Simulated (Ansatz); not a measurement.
In doubt: masses and optical values from hybrid runs of this build are listed as unsure (in some of the runs), which bears on the screening that GW takes from such a start.

Consider Rb2LiVO4 (Cmc2_1).

```yaml
crystal:
  lattice:
    - [2.93950, -5.85050, 0.00000]
    - [2.93950, 5.85050, 0.00000]
    - [0.00000, 0.00000, 7.93300]
  atoms:
    - { symbol: Rb, position: [0.60500, 0.39500, 0.94880] }
    - { symbol: Rb, position: [0.39500, 0.60500, 0.44880] }
    - { symbol: Rb, position: [0.06170, 0.93830, 0.59320] }
    - { symbol: Rb, position: [0.93830, 0.06170, 0.09320] }
    - { symbol: Li, position: [0.19890, 0.80110, 0.17160] }
    - { symbol: Li, position: [0.80110, 0.19890, 0.67160] }
    - { symbol: V, position: [0.69050, 0.30950, 0.38940] }
    - { symbol: V, position: [0.30950, 0.69050, 0.88940] }
    - { symbol: O, position: [0.40870, 0.11910, 0.28170] }
    - { symbol: O, position: [0.59130, 0.88090, 0.78170] }
    - { symbol: O, position: [0.88090, 0.59130, 0.28170] }
    - { symbol: O, position: [0.11910, 0.40870, 0.78170] }
    - { symbol: O, position: [0.63400, 0.36600, 0.58870] }
    - { symbol: O, position: [0.36600, 0.63400, 0.08870] }
    - { symbol: O, position: [0.83500, 0.16500, 0.42360] }
    - { symbol: O, position: [0.16500, 0.83500, 0.92360] }
```

The cell and positions come from the Crystallography Open Database and are kept as given unless a step says otherwise.

Gaps computed with Ansatz 0.2.0 without a self-energy: HSE06 5.58 eV, r2SCAN 4.35 eV and PBE0 6.36 eV.

What gap should G0W0 on HSE06 give (4×4×2 mesh, 426 empty bands, screening to 78 eV, PAW set soft_1 files)?

About 7.35 eV: on its mesh the run moves the gap from 5.58 eV by +1.76 eV. Among the scalar-relativistic levels given, PBE0 is nearest (−0.99 eV). Bands and cutoff are finite, so the gap is not at the basis limit. The miss can reach some tenths of an eV and take either sign; the mesh is an error of its own. The 4×4×2 mesh is coarse for this cell (its supercell is 16 Å along the shortest edge). The RPA ε∞ on it, from the HSE06 start, is 2.37, 2.41 and 2.44; such meshes misread the long-range screening, most where the gap is narrow. The runs have no spin polarisation. For a closed low-spin shell that is the natural state; where a d or f shell is open it is a constraint, and the gap is then not the crystal's own. With d states at the gap, one-shot GW leans hard on its start. The many-body steps are scalar-relativistic: spin-orbit coupling is not in them.

[Paths, hosts, dates, memory and timing lines, banners, echoed tables and standing remarks are left out of the program output.]

[Logs are printed without paths, hosts, clocks, repeated set-up lines and the standing remarks that a program may print on its own settings, such as how far it seeks lower states.]

[Runs of the session that timed out or met a known fault of the program may be left out.]

[Cells called generated may have been cut or substituted from an entry of the Crystallography Open Database or the Materials Project.]

[Hosts, paths, dates, database ids (printed as entryN), source tags and the programs' standing remarks are cut or masked in the printed files.]
